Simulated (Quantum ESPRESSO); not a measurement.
# Cs2NiO2 with and without spin polarisation, part 2 of 2

Wanted: the size of the moments of Cs2NiO2 in the parallel state.

Quantum ESPRESSO 7.5; LDA; plane waves with GBRV 1.5 LDA potentials, no spin-orbit coupling.

So far, absolute magnetization (μB): step 2 (start 1: ferro +) 2.27.

**3. Start 2: no spin polarisation**

pw.in reads:

```
&CONTROL
  calculation = 'scf'
  prefix = 'pwscf'
  outdir = './tmp'
  pseudo_dir = './pseudo'
  disk_io = 'nowf'
/
&SYSTEM
  ibrav = 0
  celldm(1) = 8
  nat = 5
  ntyp = 3
  ecutwfc = 40
  ecutrho = 280
  nbnd = 33
  occupations = 'smearing'
  smearing = 'fd'
  degauss = 0.00367493
/
&ELECTRONS
  conv_thr = 1d-08
  electron_maxstep = 150
  mixing_beta = 0.3
/
ATOMIC_SPECIES
Cs    132.9055 cs_lda_v1.uspp.F.UPF
Ni     58.6934 ni_lda_v1.4.uspp.F.UPF
O      15.9990 o_lda_v1.2.uspp.F.UPF
CELL_PARAMETERS alat
  -0.5201807694634    0.5201807694634    1.6042481186054
   0.5201807694634   -0.5201807694634    1.6042481186054
   0.5201807694634    0.5201807694634   -1.6042481186054
ATOMIC_POSITIONS crystal
Cs      0.3492092100    0.3492092100    0.0000000000
Cs      0.6507907900    0.6507907900    0.0000000000
Ni      0.0000000000    0.0000000000    0.0000000000
O       0.1243453400    0.1243453400    0.0000000000
O       0.8756546600    0.8756546600    0.0000000000
K_POINTS automatic
8 8 8 0 0 0
```

On the command line:

```sh
$ OMP_NUM_THREADS=1 mpirun -n 4 pw.x -nk 4 -in pw.in > pw.out
```

The log of the run:

```text
[banner, memory and clock lines left out]
Program PWSCF v.7.5 starts

     Message from routine setup:
     using ibrav=0 with symmetry is DISCOURAGED, use correct ibrav instead

     bravais-lattice index     =            0
     lattice parameter (alat)  =       8.0000  a.u.
     unit-cell volume          =     889.0170 (a.u.)^3
     number of atoms/cell      =            5
     number of atomic types    =            3
     number of electrons       =        48.00
     number of Kohn-Sham states=           33
     kinetic-energy cutoff     =      40.0000  Ry
     charge density cutoff     =     280.0000  Ry
     scf convergence threshold =      1.0E-08
     mixing beta               =       0.3000
     number of iterations used =            8  plain     mixing
     Exchange-correlation= SLA  PZ   NOGX NOGC
                           (   1   1   0   0   0   0   0)

     celldm(1)=   8.000000  celldm(2)=   0.000000  celldm(3)=   0.000000
     celldm(4)=   0.000000  celldm(5)=   0.000000  celldm(6)=   0.000000

     crystal axes: (cart. coord. in units of alat)
               a(1) = (  -0.520181   0.520181   1.604248 )
               a(2) = (   0.520181  -0.520181   1.604248 )
               a(3) = (   0.520181   0.520181  -1.604248 )

     reciprocal axes: (cart. coord. in units 2 pi/alat)
               b(1) = (  0.000000  0.961204  0.311672 )
               b(2) = (  0.961204  0.000000  0.311672 )
               b(3) = (  0.961204  0.961204  0.000000 )

     PseudoPot. # 1 for Cs read from file:
     cs_lda_v1.uspp.F.UPF
     Pseudo is Ultrasoft + core correction, Zval =  9.0

     PseudoPot. # 2 for Ni read from file:
     ni_lda_v1.4.uspp.F.UPF
     Pseudo is Ultrasoft + core correction, Zval = 18.0

     PseudoPot. # 3 for O  read from file:
     o_lda_v1.2.uspp.F.UPF
     Pseudo is Ultrasoft + core correction, Zval =  6.0

     atomic species   valence    mass     pseudopotential
     Cs                9.00   132.90550     Cs( 1.00)
     Ni               18.00    58.69340     Ni( 1.00)
     O                 6.00    15.99900     O ( 1.00)

     16 Sym. Ops., with inversion, found

   Cartesian axes

     site n.     atom                  positions (alat units)
         1        Cs     tau(   1) = (  -0.0000000  -0.0000000   1.1204364  )
         2        Cs     tau(   2) = (   0.0000000   0.0000000   2.0880598  )
         3        Ni     tau(   3) = (   0.0000000   0.0000000   0.0000000  )
         4        O      tau(   4) = (  -0.0000000  -0.0000000   0.3989616  )
         5        O      tau(   5) = (   0.0000000   0.0000000   2.8095347  )

     number of k points=    59  Fermi-Dirac smearing, width (Ry)=  0.0037
                       cart. coord. in units 2pi/alat
        k(    1) = (   0.0000000   0.0000000   0.0000000), wk =   0.0039062
        k(    2) = (   0.1201505   0.1201505   0.0000000), wk =   0.0156250
        k(    3) = (   0.2403011   0.2403011   0.0000000), wk =   0.0156250
        k(    4) = (   0.3604516   0.3604516   0.0000000), wk =   0.0156250
        k(    5) = (  -0.4806022  -0.4806022   0.0000000), wk =   0.0078125
        [... 54 further k-points ...]

     Dense  grid:    70221 G-vectors     FFT dimensions: (  75,  75,  75)

     Smooth grid:    30367 G-vectors     FFT dimensions: (  60,  60,  60)

     Check: negative core charge=   -0.000003

     Initial potential from superposition of free atoms

     starting charge      45.9363, renormalised to      48.0000
     Starting wfcs are   47 randomized atomic wfcs

     Self-consistent Calculation

     iteration #  1     ecut=    40.00 Ry     beta= 0.30
     Davidson diagonalization with overlap
     ethr =  1.00E-02,  avg # of iterations =  3.3

     total energy              =    -527.13547969 Ry
     estimated scf accuracy    <      18.56210518 Ry

     iteration #  2     ecut=    40.00 Ry     beta= 0.30
     Davidson diagonalization with overlap
     ethr =  1.00E-02,  avg # of iterations =  3.0

     total energy              =    -533.66496895 Ry
     estimated scf accuracy    <      15.20167231 Ry

     [... further iterations left out ...]

     iteration # 14     ecut=    40.00 Ry     beta= 0.30
     Davidson diagonalization with overlap
     ethr =  3.80E-09,  avg # of iterations =  3.8

     total energy              =    -533.90920834 Ry
     estimated scf accuracy    <       0.00000002 Ry

     iteration # 15     ecut=    40.00 Ry     beta= 0.30
     Davidson diagonalization with overlap
     ethr =  4.31E-11,  avg # of iterations =  5.3

     End of self-consistent calculation

     [... lines left out ...]
     the Fermi energy is     5.5921 ev

!    total energy              =    -533.90920836 Ry
     estimated scf accuracy    <          5.9E-09 Ry
     smearing contrib. (-TS)   =      -0.00687538 Ry
     internal energy E=F+TS    =    -533.90233298 Ry

     The total energy is F=E-TS. E is the sum of the following terms:
     one-electron contribution =    -433.28468072 Ry
     hartree contribution      =     234.71510268 Ry
     xc contribution           =    -109.47258093 Ry
     ewald contribution        =    -225.86017401 Ry

     convergence has been achieved in  15 iterations
```

Wall time 57 s (4 MPI ranks of Intel Xeon 6975P-C (Granite Rapids), shared host); peak memory 0.8 GiB; 3.8 min of CPU time.

Read from the output:

```
smearing term TS : 0.09354 eV
final state      : non-magnetic (no spin polarisation)
```

**4. An input with a fault**

As a test, an input with a fault in it is run.

pw.in reads:

```
&CONTROL
  calculation = 'scf'
  prefix = 'pwscf'
  outdir = './tmp'
  pseudo_dir = './pseudo'
  disk_io = 'nowf'
/
&SYSTEM
  ibrav = 0
  nat = 5
  ntyp = 3
  ecutwfc = 40
  ecutrho = 280
  nbnd = 34
  occupations = 'smearing'
  smearing = 'fd'
  degaus = 0.00367493
  nspin = 2
  starting_magnetization(1) = 0
  starting_magnetization(2) = 0.1111
  starting_magnetization(3) = 0
/
&ELECTRONS
  conv_thr = 1d-08
  electron_maxstep = 50
  mixing_beta = 0.3
/
ATOMIC_SPECIES
Cs    132.9055 cs_lda_v1.uspp.F.UPF
Ni     58.6934 ni_lda_v1.4.uspp.F.UPF
O      15.9990 o_lda_v1.2.uspp.F.UPF
CELL_PARAMETERS angstrom
  -2.2021424700    2.2021424700    6.7914523600
   2.2021424700   -2.2021424700    6.7914523600
   2.2021424700    2.2021424700   -6.7914523600
ATOMIC_POSITIONS crystal
Cs      0.3492092100    0.3492092100    0.0000000000
Cs      0.6507907900    0.6507907900    0.0000000000
Ni      0.0000000000    0.0000000000    0.0000000000
O       0.1243453400    0.1243453400    0.0000000000
O       0.8756546600    0.8756546600    0.0000000000
K_POINTS automatic
8 8 8 0 0 0
```

The log of the run:

```text
     [... lines left out ...]
Program PWSCF v.7.5 starts
     Error in routine  read_namelists (1):
      bad line in namelist &system: "  degaus = 0.00367493" (error could be in the previous line)
 %%%%%%%%%%%%%%%%%%%%%%%%%%%%%%%%%%%%%%%%%%%%%%%%%%%%%%%%%%%%%%%%%%%%%%%%%%%%%%
     stopping ...
```

The job ended after 0.62 s (4 MPI ranks; peak memory 0.1 GiB).

The input was rejected at the start.

The program's message: “read_namelists (1): bad line in namelist &system: " degaus = 0.00367493" (error could be in the previous line)”

A key was misspelt on purpose.

**5. Ranking**

An order is kept where moments of 0.15 μB or more survive with the typed signs; meshes match where a doubled cell samples the same k points as the first cell.

Orders:

```
               start    final state  typed order kept  energy over the lowest (meV a seeded atom)  largest site moment (μB)  net moment (μB a cell of the first run)  mesh matched  CPU time (s)
             ferro +  ferromagnetic               yes                                           0                     1.168                                        2           yes         456.1
no spin polarisation   non-magnetic                 -                                       459.7                         0                                        0           yes           226
```

**6. Outcome**

```yaml
state_found: ferromagnetic (from ferro +)
largest_site_moment: 1.17 μB
state_without_moments: 460 meV a seeded atom higher
```

**Reading.** No opposed start was run, so this says nothing of the order that the crystal takes. No Hubbard term acts here. In such compounds local and semilocal functionals without one often delocalise the d electrons, and can shrink or lose moments and miss the size, sign and order of the couplings.

[Logs and program files are shortened in this print: banners, set-up blocks, solver, clock and traceback lines can be left out without a mark of their own.]

[Logs are printed without paths, hosts, clocks, repeated set-up lines and the standing remarks that a program may print on its own settings, such as how far it seeks lower states.]

[Hosts, paths, dates, database ids (printed as entryN), source tags and the programs' standing remarks are cut or masked in the printed files.]

[Where a cell is said to come from a database of computed structures, the database is the Materials Project.]
